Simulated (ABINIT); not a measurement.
# Quasiparticle gap of SiO2 (P6_422) in ABINIT

Wanted: ground state, empty states, screening and self-energy for SiO2 (P6_422).

Method: LDA and many-body steps on it, plane waves, in ABINIT 10.8.3.

**1. The starting structure**

The structure is hexagonal, space group P6_422 (No. 181). The conventional cell has a = 5.061 Å, b = 5.061 Å, c = 5.541 Å, α = 90.00°, β = 90.00°, γ = 120.00°. Si has 4 O at 1.61 Å nearest. Nearest to O lie 2 Si at 1.61 Å. Farther neighbours and most contacts between anions are not listed.

The cell and positions are those that the Materials Project relaxed with its own functionals (PBE, PBE+U or r2SCAN), kept fixed.

**2. Ground state**

This step: ABINIT 10.8.3; DFT, LDA, plane waves, norm-conserving pseudopotentials.

The ground-state density comes first.

The input, run.abi:

```
acell 3*1.0 Angstrom
rprim 
  5.060522228394 0.000000000001 0.000000000000
  -2.530261114198 4.382540806204 0.000000000000
  0.000000000000 0.000000000000 5.541353310000
ntypat 2
znucl 14 8
natom 9
typat 1 1 1 2 2 2 2 2 2
xred 
  0.000000000000 0.500000000000 0.333333333333
  0.500000000000 0.500000000000 0.666666666667
  0.500000000000 0.000000000000 -0.000000000000
  0.582789260000 0.791394630000 0.833333333333
  0.791394630000 0.582789260000 0.500000000000
  0.791394630000 0.208605370000 0.166666666667
  0.417210740000 0.208605370000 0.833333333333
  0.208605370000 0.417210740000 0.500000000000
  0.208605370000 0.791394630000 0.166666666667
pp_dirpath "pseudos"
pseudos "Si.upf, O.upf"
ecut 36
ngkpt 6 6 4
nshiftk 1
shiftk 0 0 0
kptopt 1
chksymbreak 0
nband 32
occopt 1
tolvrs 1e-10
nstep 60
prtwf 0
optforces 0
optstress 0
indata_prefix "in"
outdata_prefix "out"
tmpdata_prefix "tmp"
```

Command:

```
OMP_NUM_THREADS=1 mpirun -n 8 abinit run.abi > log
```

Numbers of over 12 decimals in the logs are rounded to 6 here.

What it wrote:

```text
.Version 10.8.3 of ABINIT. v10.8.2 released Aug 2026.

 Symmetries : space group P6_4 2 2 (#181); Bravais hP (primitive hexag.)
================================================================================
 Values of the parameters that define the memory need of the present run
     intxc =       0    ionmov =       0      iscf =       7    lmnmax =       6
     lnmax =       6     mgfft =      60  mpssoang =       3    mqgrid =    3001
     natom =       9  nloc_mem =       1    nspden =       1   nspinor =       1
    nsppol =       1      nsym =      12    n1xccc =    2501    ntypat =       2
    occopt =       1   xclevel =       1
-    mband =          32        mffmem =           1         mkmem =           3
       mpw =        8607          nfft =      174960          nkpt =          21
================================================================================
  Rough estimation (10% accuracy) of disk space for files :
================================================================================

--------------------------------------------------------------------------------
------------- Echo of variables that govern the present computation ------------
--------------------------------------------------------------------------------
 -outvars: echo values of preprocessed input variables --------
            acell      1.8897261259E+00  1.8897261259E+00  1.8897261259E+00 Bohr

      chksymbreak           0
             ecut      3.60000000E+01 Hartree
-          fftalg         312

              ixc       -1012
              kpt      0.00000000E+00  0.00000000E+00  0.00000000E+00
                       1.66666667E-01  0.00000000E+00  0.00000000E+00
                       3.33333333E-01  0.00000000E+00  0.00000000E+00
                       5.00000000E-01  0.00000000E+00  0.00000000E+00
                       1.66666667E-01  1.66666667E-01  0.00000000E+00
                       3.33333333E-01  1.66666667E-01  0.00000000E+00
                       3.33333333E-01  3.33333333E-01  0.00000000E+00
                       0.00000000E+00  0.00000000E+00  2.50000000E-01
                       1.66666667E-01  0.00000000E+00  2.50000000E-01
   [... 10 further rows ...]
                       3.33333333E-01  1.66666667E-01  5.00000000E-01
                       3.33333333E-01  3.33333333E-01  5.00000000E-01
         kptrlatt        6    0    0      0    6    0      0    0    4
          kptrlen      4.18865605E+01
P           mkmem           3
            natom           9
            nband          32
            ngfft          54      54      60
             nkpt          21
            nstep          60
             nsym          12
           ntypat           2
              occ      2.000000  2.000000  2.000000  2.000000  2.000000  2.000000
                       2.000000  2.000000  2.000000  2.000000  2.000000  2.000000
                       2.000000  2.000000  2.000000  2.000000  2.000000  2.000000
                       2.000000  2.000000  2.000000  2.000000  2.000000  2.000000
                       0.000000  0.000000  0.000000  0.000000  0.000000  0.000000
                       0.000000  0.000000
        optforces           0
        optstress           0
            prtwf           0
            rprim      5.0605222284E+00  1.0000000000E-12  0.0000000000E+00
[...]
spgroup         181

           tolvrs      1.00000000E-10

             xred      2.2331748450E-17  5.0000000000E-01  3.3333333333E-01
[...]
znucl       14.00000    8.00000

================================================================================

 chkinp: Checking input parameters for consistency.

================================================================================
== DATASET  1 ==================================================================
-   mpi_nproc: 8, omp_nthreads: 1 (-1 if OMP is not activated)

--- !DatasetInfo
iteration_state: {dtset: 1, }
dimensions: {natom: 9, nkpt: 21, mband: 32, nsppol: 1, nspinor: 1, nspden: 1, mpw: 8607, }
cutoff_energies: {ecut:  36.0, pawecutdg:  -1.0, }
electrons: {nelect:   4.80000000E+01, charge:   0.00000000E+00, occopt:   1.00000000E+00, tsmear:   1.00000000E-02, }

 Real(R)+Recip(G) space primitive vectors, cartesian coordinates (Bohr,Bohr^-1):
 R(1)=  9.5630011  0.0000000  0.0000000  G(1)=  0.1045697  0.0603733  0.0000000
 R(2)= -4.7815005  8.2818019  0.0000000  G(2)=  0.0000000  0.1207467  0.0000000
 R(3)=  0.0000000  0.0000000 10.4716401  G(3)=  0.0000000  0.0000000  0.0954960
 Unit cell volume ucvol=  8.2934217E+02 bohr^3
 Angles (23,13,12)=  9.00000000E+01  9.00000000E+01  1.20000000E+02 degrees

 getcut: wavevector=  0.0000  0.0000  0.0000  ngfft=  54  54  60
         ecut(hartree)=     36.000   => boxcut(ratio)=   2.09114

--- Pseudopotential description ------------------------------------------------
- Si Generated using ONCVPSP code by D. R. Hamann
- 14.00000   4.00000  180309                  znucl, zion, pspdat
12 -1012 2 -1 1510                            pspcod,pspxc,lmax,lloc,mmax
     nproj     2     2     2
  pspatm : epsatm=    6.67003958
         --- l  ekb(1:nproj) -->
[...]
pspatm: atomic psp has been read  and splines computed

- O Generated using ONCVPSP code by D. R. Hamann
-  8.00000   6.00000  201201                  znucl, zion, pspdat
12 -1012 2 -1 926                             pspcod,pspxc,lmax,lloc,mmax
     nproj     2     2     1
  pspatm : epsatm=    6.27558587
         --- l  ekb(1:nproj) -->
[...]
2   -1.033686
 pspatm: atomic psp has been read  and splines computed

   2.76785443E+03                                ecore*ucvol(ha*bohr**3)
--------------------------------------------------------------------------------

_setup2: Arith. and geom. avg. npw (full set) are    8556.326    8556.313

================================================================================

--- !BeginCycle
iteration_state: {dtset: 1, }
solver: {iscf: 7, nstep: 60, nline: 4, wfoptalg: 0, }
tolerances: {tolvrs: 1.00E-10, }

     iter   Etot(hartree)      deltaE(h)  residm     vres2
 ETOT  1  -111.62118804855    -1.116E+02 1.093E-01 1.623E+03
 ETOT  2  -111.75328877981    -1.321E-01 1.273E-02 1.322E+03
 ETOT  3  -112.30183175605    -5.485E-01 1.421E-02 1.430E+01
 ETOT  4  -112.30562220257    -3.790E-03 2.158E-03 1.717E-01
 ETOT  5  -112.30564772294    -2.552E-05 1.081E-03 1.342E-02
 ETOT  6  -112.30564971484    -1.992E-06 1.448E-03 7.139E-04
 ETOT  7  -112.30564977825    -6.341E-08 6.863E-04 9.873E-05
 ETOT  8  -112.30564978191    -3.663E-09 6.015E-04 5.076E-06
 ETOT  9  -112.30564978213    -2.128E-10 4.493E-04 6.467E-08
 ETOT 10  -112.30564978215    -1.764E-11 3.462E-04 1.862E-09
 ETOT 11  -112.30564978214     1.279E-12 4.324E-04 8.113E-12

 At SCF step   11       vres2   =  8.11E-12 < tolvrs=  1.00E-10 =>converged.

--- !ResultsGS
iteration_state: {dtset: 1, }
comment   : Summary of ground state results
lattice_vectors:
- [  9.5630011,   0.0000000,   0.0000000, ]
- [ -4.7815005,   8.2818019,   0.0000000, ]
- [  0.0000000,   0.0000000,  10.4716401, ]
lattice_lengths: [   9.56300,    9.56300,   10.47164, ]
lattice_angles: [ 90.000,  90.000, 120.000, ] # degrees, (23, 13, 12)
lattice_volume:   8.2934217E+02
convergence: {deltae:  1.279E-12, res2:  8.113E-12, residm:  4.324E-04, diffor:  0.000E+00, }
etotal    :  -1.12305650E+02
entropy   :   0.00000000E+00
fermie    :  -1.44088442E-02
cartesian_stress_tensor: null
pressure_GPa: null
xred      :
- [  2.2332E-17,   5.0000E-01,   3.3333E-01, Si]
- [  5.0000E-01,   5.0000E-01,   6.6667E-01, Si]
- [  5.0000E-01,   5.3577E-30,   1.8504E-17, Si]
- [  5.8279E-01,   7.9139E-01,   8.3333E-01,  O]
- [  7.9139E-01,   5.8279E-01,   5.0000E-01,  O]
- [  7.9139E-01,   2.0861E-01,   1.6667E-01,  O]
- [  4.1721E-01,   2.0861E-01,   8.3333E-01,  O]
- [  2.0861E-01,   4.1721E-01,   5.0000E-01,  O]
- [  2.0861E-01,   7.9139E-01,   1.6667E-01,  O]
cartesian_forces: null
force_length_stats: {min: null, max: null, mean: null, }

 Integrated electronic density in atomic spheres:
 ------------------------------------------------
 Atom  Sphere_radius  Integrated_density
[...]
================================================================================

 ----iterations are completed or convergence reached----

 Mean square residual over all n,k,spin=   14.706E-07; max=  43.239E-05
 reduced coordinates (array xred) for    9 atoms
[...]
0.791394630000      0.582789260000      0.500000000000
       0.791394630000      0.208605370000      0.166666666667
       0.417210740000      0.208605370000      0.833333333333
       0.208605370000      0.417210740000      0.500000000000
       0.208605370000      0.791394630000      0.166666666667
 rms dE/dt=  0.0000E+00; max dE/dt=  0.0000E+00; dE/dt below (all hartree)
    1       0.000000000000      0.000000000000      0.000000000000
    2       0.000000000000      0.000000000000      0.000000000000
    3       0.000000000000      0.000000000000      0.000000000000
    4       0.000000000000      0.000000000000      0.000000000000
    5       0.000000000000      0.000000000000      0.000000000000
    6       0.000000000000      0.000000000000      0.000000000000
    7       0.000000000000      0.000000000000      0.000000000000
    8       0.000000000000      0.000000000000      0.000000000000
    9       0.000000000000      0.000000000000      0.000000000000

 cartesian coordinates (angstrom) at end:
    1     -1.265131     2.191270     1.847118
[...]
5      2.530261     2.554098     2.770677
    6      3.477044     0.914222     0.923559
    7      1.583478     0.914222     4.617794
    8     -4.2e-13     1.828443     2.770677
    9     -0.946783     3.468319     0.923559
 length scales=  1.889726125908  1.889726125908  1.889726125908 bohr
              =  1.000000000000  1.000000000000  1.000000000000 angstroms
 prteigrs : about to open file out_EIG
 Fermi (or HOMO) energy (hartree) =  -0.01441   Average Vxc (hartree)=  -0.34015
 Eigenvalues (hartree) for nkpt=  21  k points:
 kpt#   1, nband= 32, wtk=  0.00694, kpt=  0.0000  0.0000  0.0000 (reduced coord)
  -0.71704   -0.66169   -0.66169   -0.63871   -0.63664   -0.63664   -0.33095   -0.33095
  -0.22799   -0.21756   -0.21416   -0.21416   -0.12147   -0.12118   -0.12118   -0.10916
  -0.07915   -0.07891   -0.07891   -0.05096   -0.05096   -0.03182   -0.03182   -0.02153
   0.18776    0.30629    0.30629    0.31573    0.31573    0.34718    0.38448    0.42234
 prteigrs : prtvol=0 or 1, do not print more k-points.

--- !EnergyTerms
iteration_state     : {dtset: 1, }
comment             : Components of total free energy in Hartree
kinetic             :  7.35143170472197E+01
hartree             :  4.17672520323998E+01
xc                  : -2.99451971951238E+01
Ewald energy        : -6.46334946611523E+01
psp_core            :  3.33740949312903E+00
local_psp           : -1.20944137639004E+02
non_local_psp       : -1.54017988596123E+01
total_energy        : -1.12305649782144E+02
total_energy_eV     : -3.05599241382779E+03
band_energy         : -1.28046014401688E+01

== END DATASET(S) ==============================================================
================================================================================

 -outvars: echo values of variables after computation  --------
           etotal     -1.1230564978E+02
            nband          32
             nkpt          21
          spgroup         181
 [... the other variables as echoed above ...]

 Calculation completed.
```

Elapsed: 39 s, on 8 MPI ranks of Arm Neoverse V2, shared host; peak memory 0.85 GiB.

This step gave:

* total energy: -3055.9924 eV
* gap: 5.501 eV
* k of the valence top: 0.5, 0, 0
* k of the conduction bottom: 0, 0, 0
* least direct gap: 5.695 eV

The gap is indirect, with the least direct gap 0.19 eV higher.

[end of part 1 of 3]

[Paths, hosts, dates, memory and timing lines, banners, echoed tables and standing remarks are left out of the program output.]

[Logs are printed without paths, hosts, clocks, repeated set-up lines and the standing remarks that a program may print on its own settings, such as how far it seeks lower states.]

[Runs of the session that timed out or met a known fault of the program may be left out.]

[Hosts, paths, dates, database ids (printed as entryN), source tags and the programs' standing remarks are cut or masked in the printed files.]

[G0W0 gaps are taken among the corrected bands and points alone; a level outside them can change the order at an edge.]

[Where Ansatz stands beside ABINIT at settings called matched, ABINIT's density can come from a denser mesh and the files from another edition; pairs whose starting gaps differed by over 0.03 eV were left out, so agreement reads better than it is.]
